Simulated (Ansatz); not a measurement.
# Pt wire along [100], 12 atoms a period: bands along the axis

Wanted: the relaxed geometry and the bands of the Pt wire along [100], 12 atoms a period.

Program: Ansatz 0.2.0. Level of theory: DFT PBE, plane waves, PAW; relaxation of a wire's period; PAW set soft_1, in the first sound run; inputs show where later runs differ. Results are calculated unless marked as measured.

### 1. The structure

The cell holds 12 atoms: 12 Pt. Cell: a = 12.755 Å, b = 12.755 Å, c = 3.970 Å, α = 90.0°, β = 90.0°, γ = 90.0°. Vacuum lies along a and b. The structure's axis is c.

### 2. Relaxation of atoms and period

Band widths follow the bond lengths, so the wire is relaxed first. The atoms and the third cell vector are free; the box across stays fixed as vacuum. A Fermi-Dirac smearing is set since the result may be a metal. The pressure printed is a third of the stress's trace over the whole box, vacuum included; only the stress along the axis is relaxed.

File input.yaml:

```yaml
crystal:
  lattice:
    - [12.755, 0.0, 0.0]
    - [0.0, 12.755, 0.0]
    - [0.0, 0.0, 3.97]
  atoms:
    - { symbol: Pt, position: [0.266562132, 0.577812623, 0.0] }
    - { symbol: Pt, position: [0.422187377, 0.422187377, 0.0] }
    - { symbol: Pt, position: [0.422187377, 0.733437868, 0.0] }
    - { symbol: Pt, position: [0.577812623, 0.266562132, 0.0] }
    - { symbol: Pt, position: [0.577812623, 0.577812623, 0.0] }
    - { symbol: Pt, position: [0.733437868, 0.422187377, 0.0] }
    - { symbol: Pt, position: [0.266562132, 0.422187377, 0.5] }
    - { symbol: Pt, position: [0.422187377, 0.266562132, 0.5] }
    - { symbol: Pt, position: [0.422187377, 0.577812623, 0.5] }
    - { symbol: Pt, position: [0.577812623, 0.422187377, 0.5] }
    - { symbol: Pt, position: [0.577812623, 0.733437868, 0.5] }
    - { symbol: Pt, position: [0.733437868, 0.577812623, 0.5] }
kpoints:
  mp_grid: { grid: [1, 1, 21] }
scf:
  occupations: { method: fermi_dirac, width: 0.05 }
hamiltonian:
  xc: pbe
  pseudopotentials: { kind: paw, azcp: { folder: soft_1 } }
relax:
  cell: { fix: [a, b, alpha, beta, gamma] }
  max_steps: 45
  f_tol: 0.03
```

Started as:

```
> ansatz run input.yaml --threads 4 --pin off --max-ram 16384MiB --backend cpu --events-out ev --progress --plain --runs-dir out
```

Numbers of over 12 decimals in the logs are rounded to 6 here.

Output:

```text
Engine: ansatz 0.2.0, x86_64-unknown-linux-gnu
Pseudopotentials: kind: paw
Pseudopotential: Pt, paw, valence charge 18, recommended cutoff 420 eV (normal), soft_1/Pt.paw.azcp
Functional definition: PBE
  parameter kappa = 0.804
  parameter beta = 0.066725
  exchange = pbe_x(kappa = kappa, mu = beta*pi^2/3)
  correlation = pbe_c(beta = beta)
Crystal: 12 atoms, lattice volume = 645.879 Å³
Basis set: ecut = 420 eV, 12629 PW (Γ), exchange–correlation on 180×180×54 points (8 copies of the dense FFT grid, shifted against one another)
Bands: 130, of which v1, the nominal top of the filled ones, is band 108 counted from 1 (107 counted from 0)
Symmetry: 16 space group operations
Space group: P42/mcm (ITA 132), of the structure as read, at distance tolerance 8.6e-5 Å
k-points: 11 of 21
Non-local potential: Pt, projectors of the file, l = 0: 3, l = 1: 2, l = 2: 2, l = 3: 1
PAW form: soft (Blöchl's): semilocal exchange-correlation on the pseudo side does not see the compensation charge
PAW one-centre angular grid: Pt, 590 points (default); XC on 64 Gauss nodes
Initial density: superposition of atomic densities (neutral atoms: chi_scale 0, normalization atom)
Initial wavefunctions: pseudopotential atomic-orbital guess
Functional: x = pbe(κ = 0.804, μ = 0.219515), c = pbe(β = 0.066725)
SCF iter   1: F=—  HF=-150285.991008 eV  |F-HF|=—  |Δ(HF+E_count)|=         —  Δρ=4.44e-2  dr2=1.56e1  ethr=3.10e-3  ⟨swp⟩=6.5  Hψ=5184  notcnv=0  defer=40
preconditioner: auto → LDOS  [metal: Δε(μ)=0.049 eV  Ē_g=5.560 eV  σ=0.050 eV  W_gap=0.24  n_scr=142 (ndim 8)  ℏωp=16.0 eV  f_vac=0.578  D(μ)=20.73/eV (n_scr^D=158)  β→1.0]
SCF iter   2: F=—  HF=-150286.087818 eV  |F-HF|=—  |Δ(HF+E_count)|=   9.68e-2  Δρ=3.42e-2  dr2=1.48e1  ethr=3.10e-3  ⟨swp⟩=3.0  Hψ=3779  notcnv=0  defer=85
SCF iter   3: F=—  HF=-150282.504356 eV  |F-HF|=—  |Δ(HF+E_count)|=    3.58e0  Δρ=1.07e-2  dr2=1.60e0  ethr=3.10e-3  ⟨swp⟩=2.4  Hψ=2841  notcnv=0  defer=104
SCF iter   4: F=—  HF=-150282.404630 eV  |F-HF|=—  |Δ(HF+E_count)|=   9.97e-2  Δρ=3.57e-3  dr2=4.21e-1  ethr=7.40e-4  ⟨swp⟩=2.3  Hψ=2434  notcnv=0  defer=95
SCF iter   5: F=—  HF=-150282.377306 eV  |F-HF|=—  |Δ(HF+E_count)|=   2.73e-2  Δρ=1.89e-3  dr2=3.88e-2  ethr=1.95e-4  ⟨swp⟩=2.1  Hψ=1754  notcnv=0  defer=95
SCF iter   6: F=—  HF=-150282.374438 eV  |F-HF|=—  |Δ(HF+E_count)|=   2.87e-3  Δρ=4.76e-4  dr2=2.99e-3  ethr=1.80e-5  ⟨swp⟩=2.0  Hψ=1973  notcnv=0  defer=95
SCF iter   7: F=—  HF=-150282.374321 eV  |F-HF|=—  |Δ(HF+E_count)|=   1.17e-4  Δρ=1.79e-4  dr2=2.11e-4  ethr=1.38e-6  ⟨swp⟩=2.0  Hψ=1990  notcnv=0  defer=95
SCF iter   8: F=—  HF=-150282.374411 eV  |F-HF|=—  |Δ(HF+E_count)|=   8.97e-5  Δρ=5.73e-5  dr2=3.05e-5  ethr=9.77e-8  ⟨swp⟩=2.0  Hψ=1999  notcnv=0  defer=95
SCF iter   9: F=—  HF=-150282.374743 eV  |F-HF|=—  |Δ(HF+E_count)|=   3.32e-4  Δρ=1.53e-5  dr2=1.64e-6  ethr=1.41e-8  ⟨swp⟩=2.0  Hψ=2102  notcnv=0  defer=95
SCF iter  10: F=—  HF=-150282.374743 eV  |F-HF|=—  |Δ(HF+E_count)|=   2.86e-7  Δρ=5.58e-6  dr2=2.43e-7  ethr=7.61e-10  ⟨swp⟩=3.0  Hψ=2825  notcnv=0  defer=95
SCF iter  11: F=-150282.374743 eV  HF=-150282.374743 eV  |F-HF|=1.23e-8  |Δ(HF+E_count)|=   1.17e-7  Δρ=2.44e-6  dr2=4.05e-8  ethr=4.63e-11  ⟨swp⟩=5.0  Hψ=5074  notcnv=0
SCF 1 converged in 11 iterations: F = -150282.374743 eV  dr2 = 4.05e-8
  greatest PAW one-centre occupation: 1.000 electrons in one spin orbital (limit 2), on the Pt atom at site 9 (counted from 0), in its partial waves of l = 0
relax step   1: F+E_penalty+E_count = -150282.37474321 eV  Δ(F+E_penalty+E_count) = +0.000e0 eV  max|allowed force component| = 1.264e0 eV/Å  Δτ_max = 0.0000 Å  P = -4.326 GPa  Ω = 645.879 Å³  fix = [a, b, alpha, beta, gamma]  reactions: a -4.237, b -4.237 GPa  (11 SCF iters, dr2 threshold 1.00e-7 eV, accepted)
Crystal: 12 atoms, lattice volume = 629.119 Å³
Basis set: ecut = 420 eV, 12349 PW (Γ), exchange–correlation on 180×180×54 points (8 copies of the dense FFT grid, shifted against one another)
Initial density: handed on by an earlier stage of this run
Initial wavefunctions: those handed on with the density
iter 1 solved again at ethr=9.63e-4 eV; its pass at ethr=3.10e-3 eV (dr2=2.08e0 eV) is discarded
SCF iter   1: F=—  HF=-150283.770822 eV  |F-HF|=—  |Δ(HF+E_count)|=         —  Δρ=1.95e-2  dr2=2.09e0  ethr=9.63e-4  ⟨swp⟩=3.2  Hψ=7080  notcnv=0
preconditioner: auto → LDOS  [metal: Δε(μ)=0.064 eV  Ē_g=6.222 eV  σ=0.050 eV  W_gap=0.31  n_scr=142 (ndim 8)  ℏωp=16.2 eV  f_vac=0.605  D(μ)=15.48/eV (n_scr^D=102)  β→1.0]
SCF iter   2: F=—  HF=-150283.660737 eV  |F-HF|=—  |Δ(HF+E_count)|=   1.10e-1  Δρ=1.01e-2  dr2=8.09e-1  ethr=9.63e-4  ⟨swp⟩=3.1  Hψ=2329  notcnv=0
SCF iter   3: F=—  HF=-150283.514703 eV  |F-HF|=—  |Δ(HF+E_count)|=   1.46e-1  Δρ=3.53e-3  dr2=1.26e-1  ethr=3.74e-4  ⟨swp⟩=2.5  Hψ=2368  notcnv=0  defer=101
SCF iter   4: F=—  HF=-150283.496199 eV  |F-HF|=—  |Δ(HF+E_count)|=   1.85e-2  Δρ=1.23e-3  dr2=1.90e-2  ethr=5.85e-5  ⟨swp⟩=2.0  Hψ=2102  notcnv=0  defer=101
SCF iter   5: F=—  HF=-150283.494173 eV  |F-HF|=—  |Δ(HF+E_count)|=   2.03e-3  Δρ=3.96e-4  dr2=1.29e-3  ethr=8.79e-6  ⟨swp⟩=2.0  Hψ=1927  notcnv=0  defer=101
SCF iter   6: F=—  HF=-150283.494346 eV  |F-HF|=—  |Δ(HF+E_count)|=   1.73e-4  Δρ=6.89e-5  dr2=9.86e-5  ethr=5.95e-7  ⟨swp⟩=2.0  Hψ=2038  notcnv=0  defer=101
SCF iter   7: F=—  HF=-150283.494686 eV  |F-HF|=—  |Δ(HF+E_count)|=   3.40e-4  Δρ=2.21e-5  dr2=2.96e-6  ethr=4.57e-8  ⟨swp⟩=2.0  Hψ=2024  notcnv=0  defer=101
SCF iter   8: F=-150283.494686 eV  HF=-150283.494686 eV  |F-HF|=1.67e-8  |Δ(HF+E_count)|=   2.98e-7  Δρ=8.35e-6  dr2=4.26e-7  ethr=5.56e-10  ⟨swp⟩=5.0  Hψ=5220  notcnv=0
SCF 2 converged in 8 iterations: F = -150283.494686 eV  dr2 = 4.26e-7
relax step   2: F+E_penalty+E_count = -150283.49468613 eV  Δ(F+E_penalty+E_count) = -1.120e0 eV  max|allowed force component| = 7.380e-1 eV/Å  Δτ_max = 0.1949 Å  P = +2.932 GPa  Ω = 629.119 Å³  energy of the carried Pulay correction = +2.085e-3 eV  fix = [a, b, alpha, beta, gamma]  reactions: a +2.167, b +2.167 GPa  (8 SCF iters, dr2 threshold 1.20e-6 eV, accepted)
Crystal: 12 atoms, lattice volume = 650.193 Å³
Basis set: ecut = 420 eV, 12725 PW (Γ), exchange–correlation on 180×180×54 points (8 copies of the dense FFT grid, shifted against one another)
iter 1 solved again at ethr=2.89e-5 eV; its pass at ethr=3.10e-3 eV (dr2=6.23e-2 eV) is discarded
SCF iter   1: F=—  HF=-150283.847379 eV  |F-HF|=—  |Δ(HF+E_count)|=         —  Δρ=3.86e-3  dr2=5.54e-2  ethr=2.89e-5  ⟨swp⟩=3.4  Hψ=7059  notcnv=0
[...]
SCF iter   6: F=—  HF=-150283.841191 eV  |F-HF|=—  |Δ(HF+E_count)|=   7.73e-6  Δρ=1.68e-5  dr2=5.15e-6  ethr=1.34e-8  ⟨swp⟩=2.3  Hψ=2047  notcnv=0
SCF iter   7: F=-150283.841191 eV  HF=-150283.841192 eV  |F-HF|=1.17e-7  |Δ(HF+E_count)|=   5.78e-7  Δρ=5.05e-6  dr2=2.58e-7  ethr=5.56e-10  ⟨swp⟩=5.0  Hψ=5205  notcnv=0
SCF 3 converged in 7 iterations: F = -150283.841191 eV  dr2 = 2.58e-7
  greatest PAW one-centre occupation: 1.000 electrons in one spin orbital (limit 2), on the Pt atom at site 4 (counted from 0), in its partial waves of l = 0
relax step   3: F+E_penalty+E_count = -150283.84119140 eV  Δ(F+E_penalty+E_count) = -3.465e-1 eV  max|allowed force component| = 2.870e-1 eV/Å  Δτ_max = 0.0323 Å  P = -0.473 GPa  Ω = 650.193 Å³  energy of the carried Pulay correction = -5.278e-4 eV  fix = [a, b, alpha, beta, gamma]  reactions: a -0.756, b -0.756 GPa  (7 SCF iters, dr2 threshold 1.20e-6 eV, accepted)
[...]
relax step   4: F+E_penalty+E_count = -150283.91224561 eV  Δ(F+E_penalty+E_count) = -7.105e-2 eV  max|allowed force component| = 7.987e-2 eV/Å  Δτ_max = 0.0388 Å  P = -0.105 GPa  Ω = 660.253 Å³  energy of the carried Pulay correction = -1.745e-3 eV  fix = [a, b, alpha, beta, gamma]  reactions: a -0.196, b -0.196 GPa  (7 SCF iters, dr2 threshold 1.20e-6 eV, accepted)
[...]
relax step   5: F+E_penalty+E_count = -150283.91697111 eV  Δ(F+E_penalty+E_count) = -4.725e-3 eV  max|allowed force component| = 2.815e-2 eV/Å  Δτ_max = 0.0188 Å  P = +0.027 GPa  Ω = 665.789 Å³  energy of the carried Pulay correction = -2.408e-3 eV  fix = [a, b, alpha, beta, gamma]  reactions: a +0.062, b +0.062 GPa  (7 SCF iters, dr2 threshold 3.99e-7 eV, accepted)
[...]
relax step   6: F+E_penalty+E_count = -150283.91807997 eV  Δ(F+E_penalty+E_count) = -1.109e-3 eV  max|allowed force component| = 2.242e-3 eV/Å  Δτ_max = 0.0054 Å  P = -0.012 GPa  Ω = 664.131 Å³  energy of the carried Pulay correction = -2.210e-3 eV  fix = [a, b, alpha, beta, gamma]  reactions: a -0.018, b -0.018 GPa  (9 SCF iters, accepted)
Basis set: ecut = 420 eV, 13005 PW (Γ), exchange–correlation on 180×180×60 points (8 copies of the dense FFT grid, shifted against one another)
Initial wavefunctions: pseudopotential atomic-orbital guess (no wavefunctions were taken with the density)
iter 1 solved again at ethr=1.73e-6 eV; its pass at ethr=3.10e-3 eV (dr2=3.73e-3 eV) is discarded
SCF iter   1: F=—  HF=-150283.888838 eV  |F-HF|=—  |Δ(HF+E_count)|=         —  Δρ=4.00e-4  dr2=4.28e-5  ethr=1.73e-6  ⟨swp⟩=4.4  Hψ=10079  notcnv=0
preconditioner: auto → LDOS  [metal: Δε(μ)=0.013 eV  Ē_g=5.995 eV  σ=0.050 eV  W_gap=0.06  n_scr=142 (ndim 8)  ℏωp=15.8 eV  f_vac=0.609  D(μ)=15.48/eV (n_scr^D=98)  β→1.0]
SCF iter   2: F=—  HF=-150283.920432 eV  |F-HF|=—  |Δ(HF+E_count)|=   3.16e-2  Δρ=3.11e-5  dr2=3.30e-5  ethr=1.98e-8  ⟨swp⟩=4.0  Hψ=3838  notcnv=0
SCF iter   3: F=—  HF=-150283.920165 eV  |F-HF|=—  |Δ(HF+E_count)|=   2.67e-4  Δρ=2.27e-5  dr2=2.74e-6  ethr=1.53e-8  ⟨swp⟩=2.6  Hψ=2204  notcnv=0
SCF iter   4: F=—  HF=-150283.920717 eV  |F-HF|=—  |Δ(HF+E_count)|=   5.52e-4  Δρ=8.56e-6  dr2=1.57e-6  ethr=1.27e-9  ⟨swp⟩=3.0  Hψ=2621  notcnv=0
SCF iter   5: F=—  HF=-150283.920739 eV  |F-HF|=—  |Δ(HF+E_count)|=   2.14e-5  Δρ=3.77e-6  dr2=2.13e-7  ethr=7.25e-10  ⟨swp⟩=2.0  Hψ=2121  notcnv=0
SCF iter   6: F=—  HF=-150283.920739 eV  |F-HF|=—  |Δ(HF+E_count)|=   2.20e-7  Δρ=5.38e-7  dr2=7.23e-9  ethr=9.85e-11  ⟨swp⟩=2.0  Hψ=2102  notcnv=0
SCF iter   7: F=—  HF=-150283.920739 eV  |F-HF|=—  |Δ(HF+E_count)|=   2.50e-8  Δρ=1.97e-7  dr2=6.79e-10  ethr=3.35e-12  ⟨swp⟩=2.0  Hψ=2132  notcnv=0
SCF iter   8: F=-150283.920739 eV  HF=-150283.920739 eV  |F-HF|=0.00e0  |Δ(HF+E_count)|=   1.11e-9  Δρ=6.39e-8  dr2=2.25e-11  ethr=1.00e-12  ⟨swp⟩=5.0  Hψ=5202  notcnv=0
SCF 7 converged in 8 iterations: F = -150283.920739 eV  dr2 = 2.25e-11
relax step   7: F+E_penalty+E_count = -150283.92073879 eV  Δ(F+E_penalty+E_count) = -2.659e-3 eV  max|allowed force component| = 2.692e-3 eV/Å  Δτ_max = 0.0000 Å  P = -0.011 GPa  Ω = 664.131 Å³  fix = [a, b, alpha, beta, gamma]  reactions: a -0.016, b -0.016 GPa  stress off target by 3.39e-4 GPa on what of the cell is left free  SCF on the basis re-selected at this cell (its energy is not comparable with the rows above)  (8 SCF iters)
basis re-selected at this cell: Δ(F+E_penalty+E_count) = -2.659e-3 eV, ΔP = +0.001 GPa vs the last step (what re-selecting the basis moved, of the pressure what is left beyond the Pulay correction that the steps carried, after the strain that the cell walked since its last selection, with what the two solves' SCF thresholds leave and, on support functions, any second-order correction that the steps lacked; it is no measure of the basis error at this ecutwfc). The dense FFT grid was sized anew with the basis: this SCF ran on 90×90×30 points, the steps before it on 90×90×27, so part of this shift can come from that change (see relax.cell in the input reference). [rest of the remark cut]
SCF converged after 8 iterations
Free energy (F): -150283.920739 eV
Harris-Foulkes:  -150283.920739 eV  (|F-HF|=0.00e0)
Internal energy: -150283.796338 eV  (E = F + TS)
E sigma→0 (E₀):  -150283.858538 eV
Entropy (-TS):   -0.124401 eV (-10.367 meV/atom)
Fermi energy:    2.658038 eV
--- Per-component energies (eV) ---
  E_band       = -5870.506325
  E_kinetic    = 7162.290226
  E_local      = -123257.543284  (includes V_loc(G=0)·N_el)
  E_nonlocal   = 2453.598531
  E_hartree    = 57412.295221
  E_xc         = -2772.660823
  E_vxc        = -3234.355136  (∫ρ·V_xc dr)
  E_paw        = -113811.043474  (= ΣΔE_a)
  E_vpaw       = -3819.099804  (= ΣTr[D̂ρ^β])
  E_aug_tail   = 0.013250  (compensation charges beyond the density's cutoff)
  E_ewald      = 22529.254015
  E_smearing   = -0.124401  (= −TS)
  E_closure    = -0.000000  (closes the sum)
  Σ components = -150283.920739   (vs F -150283.920739, Δ=0.00e0)
--- Forces (eV/Å), atoms counted from 1 ---
  atom   1  Pt     0.00173018    -0.00269238     0.00000000
  atom   2  Pt     0.00031516     0.00031516     0.00000000
  atom   3  Pt     0.00269238    -0.00173018     0.00000000
  atom   4  Pt    -0.00269238     0.00173018    -0.00000000
  atom   5  Pt    -0.00031516    -0.00031516    -0.00000000
  atom   6  Pt    -0.00173018     0.00269238    -0.00000000
  atom   7  Pt     0.00173018     0.00269238     0.00000000
  atom   8  Pt     0.00269238     0.00173018     0.00000000
  atom   9  Pt     0.00031516    -0.00031516     0.00000000
  atom  10  Pt    -0.00031516     0.00031516    -0.00000000
  atom  11  Pt    -0.00269238    -0.00173018    -0.00000000
  atom  12  Pt    -0.00173018    -0.00269238    -0.00000000
  max |Σ_I F_I| component: 3.04e-18 eV/Å
--- Stress (GPa, compression-positive) ---
       -0.016148      -0.000000      -0.000000
       -0.000000      -0.016148       0.000000
       -0.000000       0.000000       0.000339
  P = ⅓ Tr σ = -0.0107 GPa (-0.107 kbar)
--- Relaxed structure (6 steps of the walk, 6 accepted, 1 SCFs on fresh bases) ---
  F+E_penalty+E_count = -150283.92073879 eV   max|allowed force component| = 2.692e-3 eV/Å   (the final SCF, on the basis selected at the relaxed cell)
  cell:  # Å, volume = 664.1314 Å³
    - [12.755, 0, 0]
    - [0, 12.755, 0]
    - [0, 0, 4.082189]
  atoms:
    - { symbol: Pt, position: [0.278796, 0.565862, 0] }
    - { symbol: Pt, position: [0.419193, 0.419193, 0] }
    - { symbol: Pt, position: [0.434138, 0.721204, 0] }
    - { symbol: Pt, position: [0.565862, 0.278796, 0] }
    - { symbol: Pt, position: [0.580807, 0.580807, 0] }
    - { symbol: Pt, position: [0.721204, 0.434138, 0] }
    - { symbol: Pt, position: [0.278796, 0.434138, 0.5] }
    - { symbol: Pt, position: [0.434138, 0.278796, 0.5] }
    - { symbol: Pt, position: [0.419193, 0.580807, 0.5] }
    - { symbol: Pt, position: [0.580807, 0.419193, 0.5] }
    - { symbol: Pt, position: [0.565862, 0.721204, 0.5] }
    - { symbol: Pt, position: [0.721204, 0.565862, 0.5] }
```

The job ended after 57 s (4 threads of AMD EPYC 9R14 (Zen 4), shared host; peak memory 2.2 GiB).

(Continued in part 2 of 2.)

[Logs are printed without paths, hosts, clocks, repeated set-up lines and the standing remarks that a program may print on its own settings, such as how far it seeks lower states.]

[Hosts, paths, dates, database ids (printed as entryN), source tags and the programs' standing remarks are cut or masked in the printed files.]
